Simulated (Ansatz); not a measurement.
**The gap of GeH6CBr3N (CH3NH3GeBr3): a ladder of methods and an error budget**

The study climbs from cheap functionals to G0W0 on GeH6CBr3N (CH3NH3GeBr3) and then asks what each convergence step is worth.

Program: Ansatz 0.2.0. Level of theory: density functionals, hybrids, G0W0, plane waves, PAW. Results are calculated unless marked as measured.

Report form: the programs' logs are mostly left out.

The structure was built from a prototype and need not be the compound's stable phase.

In doubt: the program warns that the response may not be converged on this k-mesh (step 5), which bears on dielectric and field responses; masses and optical values from hybrid runs of this build are listed as unsure (step 8), which bears on the screening that GW takes from such a start.

### Step 1. Set-up

The cell holds 12 atoms: 1 C, 1 N, 6 H, 1 Ge and 3 Br. Its edges and angles: a = 5.561 Å, b = 5.656 Å, c = 5.550 Å, α = 91.0°, β = 90.0°, γ = 82.5°.

The structure was relaxed with PBEsol-D3(BJ). The runs that relaxed it are not among those shown. The default PAW set here is soft_2. Its files were made with PBE.

### Step 2. PBEsol bands

The cheap functional maps the bands first; the places of the edges decide which points the dearer methods must see.

This step: DFT, PBEsol, plane waves, PAW.

Input file input.yaml:

```yaml
crystal:
  lattice:
    - [5.5491456038, 0.3690801251, 0.0019814122]
    - [0.3690801251, 5.6436113835, -0.0495487783]
    - [0.0019814122, -0.0495487783, 5.5496881284]
  atoms:
    - { symbol: C, position: [0.9285284086, 0.9118907512, 1.0034534507] }
    - { symbol: "N", position: [0.0831890171, 0.1048511975, -0.0030436593] }
    - { symbol: H, position: [1.0461709627, 0.7402467279, 1.005384829] }
    - { symbol: H, position: [0.1931807646, 1.0898222514, 0.8435747825] }
    - { symbol: H, position: [0.8127927411, -0.0781405628, 0.8427623118] }
    - { symbol: H, position: [-0.0230126089, 0.2699994338, -0.0052505469] }
    - { symbol: H, position: [0.8160787674, -0.0660614239, 0.1669512405] }
    - { symbol: H, position: [0.195510254, 1.1009130436, 0.1477181839] }
    - { symbol: Ge, position: [0.5126670865, 0.5108398649, 0.4790207983] }
    - { symbol: Br, position: [0.5190946355, 0.474484955, 0.0186309937] }
    - { symbol: Br, position: [0.4386024672, -0.0291984139, 0.4964633399] }
    - { symbol: Br, position: [-0.0332494532, 0.4695164188, 0.5040208673] }
kpoints:
  mp_grid: { grid: [4, 4, 4] }
  band_path:
    path:
      - [[0.0, 0.0, 0.0], [0.5, 0.0, 0.0], [0.5, 0.5, 0.0], [0.0, 0.0, 0.0], [0.5, 0.5, 0.5], [0.5, 0.0, 0.0]]
      - [[0.5, 0.5, 0.0], [0.5, 0.5, 0.5]]
    npoints: 10
hamiltonian:
  xc: pbesol
scf:
  occupations: { method: fermi_dirac, width: 0.02 }
  n_extra_bands: 8
output:
  eigenvalues: true
  write_density: true
  write_potential: true
  elf: true
  volumetric_format: npy
```

Started as:

```sh
> ansatz run input.yaml --threads 3 --pin off --max-ram 92160MiB --backend cuda --events-out ev --progress --plain --runs-dir out --devices 1 --max-vram 13GiB  # rebuilt from the run's record
```

Wall time 17 s (1 × NVIDIA H100 80GB HBM3 (shared by 6 runs) with 3 threads of AMD EPYC 7R13 (Zen 3), shared host); peak memory 1 GiB; 18 s of CPU time.

This step gave:

| Quantity | Value |
| --- | --- |
| filled bands | 25 |
| gap | 1.036 eV |
| valence top at | R |
| conduction bottom at | R |
| least direct gap | 1.036 eV |

The gap is direct, at (0.500, 0.500, 0.500).

The electronic bands at the labelled points (eV, zero at the top of the highest nominally filled band):

```tsv
point	band 22	band 23	band 24	band 25	band 26	band 27	band 28	band 29
Γ	-2.40	-2.36	-2.26	-2.02	3.32	3.96	4.47	4.71
halfway	-2.46	-2.40	-2.30	-2.07	3.63	3.86	4.23	4.72
X	-2.64	-2.42	-2.33	-1.43	2.12	4.21	4.42	4.79
halfway	-2.51	-2.42	-2.11	-1.23	1.88	3.20	4.47	4.67
M	-2.58	-2.51	-1.76	-0.81	1.55	1.87	4.59	4.65
halfway	-2.46	-2.39	-1.98	-1.88	3.05	3.51	3.77	4.61
Γ	-2.40	-2.36	-2.26	-2.02	3.32	3.96	4.47	4.71
halfway	-2.46	-2.28	-1.96	-1.76	2.83	3.33	3.39	4.28
R	-2.11	-1.85	-1.83	0.00	1.04	1.18	1.43	4.53
halfway	-2.37	-2.19	-2.10	-1.08	1.69	2.93	3.32	4.79
X	-2.64	-2.42	-2.33	-1.43	2.12	4.21	4.42	4.79
jump to M	-2.58	-2.51	-1.76	-0.81	1.55	1.87	4.59	4.65
halfway	-2.30	-2.12	-1.79	-0.63	1.31	1.64	3.11	4.65
R	-2.11	-1.85	-1.83	0.00	1.04	1.18	1.43	4.53
```

Valence density in the ab plane at fractional z = 0.003, with atoms of C and N and H and Br within 0.2 Å of it. It is the smooth field of the valence electrons, not physical close to the nuclei.

Ten even steps from '0' (0.0 e/Å³) to '9' (3.5 e/Å³), each cell a mean:
```
321000000001244
410000000000245
420000000000124
430000000000002
110000000000000
000001222100000
000001322210000
000001311320000
000001322320000
000000122210000
310000011100003
642000000000003
896200000000002
898300000000012
564100000000123
```
Columns run along a (5.6 Å), rows up along b (5.7 Å). Atoms in or near the plane, at fractional coordinates: C at (0.93, 0.91), N at (0.08, 0.10), H at (0.05, 0.74), H at (0.98, 0.27), Br at (0.52, 0.47).

Electrostatic potential energy in the ab plane at fractional z = 0.003, with atoms of C and N and H and Br within 0.2 Å of it. With pseudopotentials it is smooth inside the atoms' cores, unlike the true potential.

Ten even steps from '0' (-68 eV) to '9' (8 eV), each cell a mean:
```
589999999999610
489999999999710
689999999999865
459999999999998
779999999999999
999999756899999
999998301489999
999997200179999
999998400279999
899999854689997
489999998999984
468999999999996
314899999999998
202799999999997
645899999999866
```
Columns run along a (5.6 Å; values clipped at the 3rd and 97th percentile), rows up along b (5.7 Å). Atoms in or near the plane, at fractional coordinates: C at (0.93, 0.91), N at (0.08, 0.10), H at (0.05, 0.74), H at (0.98, 0.27), Br at (0.52, 0.47).

### Step 3. PBEsol+SOC

Spin-orbit coupling can split or shift the edges; a non-collinear run measures by how much.

This step: DFT, PBEsol with spin-orbit coupling, plane waves, PAW.

Changes to input.yaml since step 2:

```diff
@@ -21,6 +21,4 @@
   band_path:
-    path:
-      - [[0.0, 0.0, 0.0], [0.5, 0.0, 0.0], [0.5, 0.5, 0.0], [0.0, 0.0, 0.0], [0.5, 0.5, 0.5], [0.5, 0.0, 0.0]]
-      - [[0.5, 0.5, 0.0], [0.5, 0.5, 0.5]]
-    npoints: 10
+    path: [[0.0, 0.0, 0.0], [0.5, 0.0, 0.0], [0.5, 0.5, 0.0], [0.5, 0.5, 0.5]]
+    npoints: 1
 hamiltonian:
@@ -29,8 +27,7 @@
   occupations: { method: fermi_dirac, width: 0.02 }
-  n_extra_bands: 8
+  n_extra_bands: 16
+magnetization:
+  noncollinear: true
+  spin_orbit: true
 output:
   eigenvalues: true
-  write_density: true
-  write_potential: true
-  elf: true
-  volumetric_format: npy
```

Elapsed: 11 s, on 1 × NVIDIA H100 80GB HBM3 (shared by 6 runs) with 3 threads; peak memory 1 GiB; 9.1 s of CPU time.

Numbers from this step:

```yaml
gap: 0.9919 eV
valence_top_at: R
conduction_bottom_at: R
least_direct_gap: 0.9919 eV
```

The gap stands −0.04 eV against PBEsol.

### Step 4. HSE06

HSE06 mixes in a quarter of exact exchange at short range. Exchange couples all pairs of k points, which makes a full band path dear, so levels are read on the mesh and at chosen points.

This step: DFT, HSE06, plane waves, PAW.

Changes to input.yaml since step 3:

```diff
@@ -24,9 +24,6 @@
 hamiltonian:
-  xc: pbesol
+  xc: hse06
 scf:
-  occupations: { method: fermi_dirac, width: 0.02 }
-  n_extra_bands: 16
-magnetization:
-  noncollinear: true
-  spin_orbit: true
+  occupations: { method: fixed }
+  n_extra_bands: 8
 output:
```

It took 37 s on 1 × NVIDIA H100 80GB HBM3 (shared by 6 runs) with 3 threads; peak memory 1.7 GiB; 50 s of CPU time.

This step gave:

* gap: 1.669 eV
* valence top at: R
* conduction bottom at: R
* least direct gap: 1.669 eV

The gap stands +0.63 eV against PBEsol.

### Step 5. Dielectric tensor

The response to a uniform field gives ε∞, a yardstick for the screening that GW builds on its mesh.

This step: dielectric response by perturbation theory, PBEsol, plane waves, PAW.

Changes to input.yaml since step 4:

```diff
@@ -20,11 +20,6 @@
   mp_grid: { grid: [4, 4, 4] }
-  band_path:
-    path: [[0.0, 0.0, 0.0], [0.5, 0.0, 0.0], [0.5, 0.5, 0.0], [0.5, 0.5, 0.5]]
-    npoints: 1
 hamiltonian:
-  xc: hse06
+  xc: pbesol
 scf:
   occupations: { method: fixed }
-  n_extra_bands: 8
-output:
-  eigenvalues: true
+dielectric: {}
```

The job ended after 96 s (1 × NVIDIA H100 80GB HBM3 (shared by 6 runs) with 3 threads; peak memory 6.7 GiB; 3.1 min of CPU time).

Numbers from this step:

* stated error of ε∞: 0.062

One over ε∞ averages 0.18, somewhat under the quarter of exact exchange in PBE0.

High-frequency dielectric tensor:

```
5.60 0.05 0.04
0.05 5.32 0.00
0.04 0.00 5.92
```

### Step 6. G0W0, 4×4×4 mesh, 182 empty bands, screening to 60 eV

G0W0 replaces the xc potential by the self-energy, built once from these orbitals. Only a window of levels is corrected, while the sums run over the empty bands that the input names.

This step: G0W0 on PBEsol, plane waves, PAW.

Changes to input.yaml since step 5:

```diff
@@ -24,2 +24,7 @@
   occupations: { method: fixed }
-dielectric: {}
+gw:
+  n_empty_bands: 182
+  ecut_chi: 60
+  qp_bands: [v4, c4]
+  qp_kpoints: band_edges
+  screening: { model: contour_deformation }
```

The job ended after 34 s (1 × NVIDIA H100 80GB HBM3 (shared by 6 runs) with 3 threads; peak memory 1.8 GiB; 51 s of CPU time).

This step gave:

| Item | Value |
| --- | --- |
| bands summed | 207 |
| RPA ε∞ on this mesh (eigenvalues) | 6.182, 7.507, 8.137 |
| plane waves in the screening matrix | 181 |
| G0W0 gap on the mesh | 1.704 eV |
| k of the valence top | -0.5, -0.5, -0.5 |
| k of the conduction bottom | -0.5, -0.5, -0.5 |
| starting gap on the mesh | 1.036 eV |
| least direct G0W0 gap on the computed points | 1.704 eV |

The gap on the mesh goes from 1.04 eV to 1.70 eV, a correction of +0.67 eV. Between the two edge states, bare exchange in place of the xc potential would open the gap by 4.94 eV, and correlation takes back 4.27 eV.

### Step 7. G0W0, 4×4×4 mesh, 721 empty bands, screening to 150 eV

Bands and screening cutoff are moved together, since each hides the error of the other.

Changes to input.yaml since step 6:

```diff
@@ -25,4 +25,4 @@
 gw:
-  n_empty_bands: 182
-  ecut_chi: 60
+  n_empty_bands: 721
+  ecut_chi: 150.0
   qp_bands: [v4, c4]
```

The job ended after 3.3 min (1 × NVIDIA H100 80GB HBM3 (shared by 6 runs) with 3 threads; peak memory 6.5 GiB).

This step gave:

```
bands summed                                 : 746
RPA ε∞ on this mesh (eigenvalues)            : 6.144, 7.467, 8.090
plane waves in the screening matrix          : 721
q-points in the mesh                         : 64
G0W0 gap on the mesh                         : 1.947 eV
k of the valence top                         : -0.5, -0.5, -0.5
k of the conduction bottom                   : -0.5, -0.5, -0.5
starting gap on the mesh                     : 1.036 eV
Z at the valence top                         : 0.7556
Z at the conduction bottom                   : 0.7664
least direct G0W0 gap on the computed points : 1.947 eV
```

Against the run with 4×4×4 mesh, 182 empty bands, screening to 60 eV, the gap moves by +0.24 eV.

Limits: finite bands, cutoff and mesh; no spin-orbit coupling. v1 is the top filled band, c1 the lowest empty one. Levels before and after the correction, in eV, zero at the valence-band top of each column:

```tsv
	conduction bottom	valence top
Kohn-Sham	1.04	0.00
G0W0	1.95	0.00
```

```tsv
	level	occupation	energy (eV)
Kohn-Sham	(-0.5 -0.5 -0.5) v4	2	-2.105
Kohn-Sham	(-0.5 -0.5 -0.5) v3	2	-1.847
Kohn-Sham	(-0.5 -0.5 -0.5) v2	2	-1.829
Kohn-Sham	(-0.5 -0.5 -0.5) v1	2	0.000
Kohn-Sham	(-0.5 -0.5 -0.5) c1	0	1.036
Kohn-Sham	(-0.5 -0.5 -0.5) c2	0	1.177
Kohn-Sham	(-0.5 -0.5 -0.5) c3	0	1.434
Kohn-Sham	(-0.5 -0.5 -0.5) c4	0	4.529
G0W0	(-0.5 -0.5 -0.5) v4	2	-2.615
G0W0	(-0.5 -0.5 -0.5) v3	2	-2.344
G0W0	(-0.5 -0.5 -0.5) v2	2	-2.247
G0W0	(-0.5 -0.5 -0.5) v1	2	0.000
G0W0	(-0.5 -0.5 -0.5) c1	0	1.947
G0W0	(-0.5 -0.5 -0.5) c2	0	2.096
G0W0	(-0.5 -0.5 -0.5) c3	0	2.357
G0W0	(-0.5 -0.5 -0.5) c4	0	5.707
```

How the two edges are built up, in eV (the quasiparticle level is the starting level plus Σx plus Σc less Vxc):

```tsv
run	edge	start	Σx	Σc	Vxc	Z	QP
207 bands	valence top	3.60	-17.87	1.02	-16.79	0.76	3.54
207 bands	conduction bottom	4.63	-8.64	-3.25	-12.50	0.77	5.25
746 bands	valence top	3.60	-17.87	0.49	-16.79	0.76	3.01
746 bands	conduction bottom	4.63	-8.64	-3.54	-12.50	0.77	4.96
```

### Step 8. G0W0@HSE06, 4×4×4 mesh, 335 empty bands, screening to 90 eV

One-shot GW remembers its start. Another functional's orbitals and levels show by how much. Bands and cutoff are not those of the step before, so part of the change comes from them.

This step: G0W0 on HSE06, plane waves, PAW.

Changes to input.yaml since step 7:

```diff
@@ -21,3 +21,3 @@
 hamiltonian:
-  xc: pbesol
+  xc: hse06
 scf:
@@ -25,4 +25,4 @@
 gw:
-  n_empty_bands: 721
-  ecut_chi: 150.0
+  n_empty_bands: 335
+  ecut_chi: 90
   qp_bands: [v4, c4]
```

It took 2.8 min on 1 × NVIDIA H100 80GB HBM3 (shared by 6 runs) with 3 threads; peak memory 3.1 GiB; 3.6 min of CPU time.

Numbers from this step:

```yaml
bands_summed: 360
rpa_eps_infinity_on_this_mesh_eigenvalues: 4.419, 4.950, 5.267
plane_waves_in_the_screening_matrix: 341
g0w0_gap_on_the_mesh: 2.232 eV
k_of_the_valence_top: -0.5, -0.5, -0.5
k_of_the_conduction_bottom: -0.5, -0.5, -0.5
starting_gap_on_the_mesh: 1.669 eV
least_direct_g0w0_gap_on_the_computed_points: 2.232 eV
```

Against the run with 4×4×4 mesh, 721 empty bands, screening to 150 eV on PBEsol, the gap moves by +0.29 eV, while the start moved by +0.63 eV.

### Step 9. The ladder

Times are wall times on 1 × NVIDIA H100 80GB HBM3 (shared by 6 runs) with 3 threads of AMD EPYC 7R13 (Zen 3), shared host, good to a factor of about two. G0W0 rows are gaps on the mesh, lowered by the amount that the mesh misses the start's edges, a rough step that assumes the same correction there.

```tsv
level	gap (eV)	least direct gap (eV)	time
PBEsol	1.04	1.04	17 s
PBEsol+SOC	0.99	0.99	11 s
HSE06	1.67	1.67	37 s
G0W0@PBEsol (182 empty bands)	1.70	-	34 s
G0W0@PBEsol (721 empty bands)	1.95	-	3.3 min
G0W0@HSE06 (335 empty bands)	2.23	-	2.8 min
```

### Step 10. Adding up the best estimate

```tsv
term	eV	running total (eV)
G0W0 on the mesh, top rung	1.947	1.947
to the limit, by a line in one over the bands through the two top rungs	+0.093	2.040
spin-orbit change, from PBEsol	−0.044	1.996
```

### Step 11. Summary of results

| Quantity | Value |
| --- | --- |
| PBEsol gap | 1.04 eV, direct |
| HSE06 | 1.67 eV |
| G0W0, top rung on the mesh | 1.95 eV |
| best estimate, G0W0@PBEsol with spin-orbit change | 2.00 eV |
| GW settings of the top rung | 4×4×4 mesh, 721 empty bands, screening to 150 eV |
| known limits | one-shot GW, static lattice; one k mesh, untested |

**Reading.** The best estimate for G0W0@PBEsol is 2.00 eV, direct on the mesh, against 0.99 eV at the start (both with spin-orbit coupling). The limit rests on the two highest rungs, unchecked by another pair. Among the functionals HSE06 comes nearest: −0.37 eV from the estimate without its spin-orbit term (2.04 eV). The RPA ε∞ on the GW mesh averages 7.2 against 5.6 from perturbation theory, which takes a denser mesh of its own: the GW mesh overstates the screening, which tends to leave the correction low. All runs took 9.4 min, 71 % of it in G0W0.

[Paths, hosts, dates, memory and timing lines, banners, echoed tables and standing remarks are left out of the program output.]

[Logs are printed without paths, hosts, clocks, repeated set-up lines and the standing remarks that a program may print on its own settings, such as how far it seeks lower states.]

[Runs of the session that timed out or met a known fault of the program may be left out.]

[Cells called generated may have been cut or substituted from an entry of the Crystallography Open Database or the Materials Project.]

[Hosts, paths, dates, database ids (printed as entryN), source tags and the programs' standing remarks are cut or masked in the printed files.]
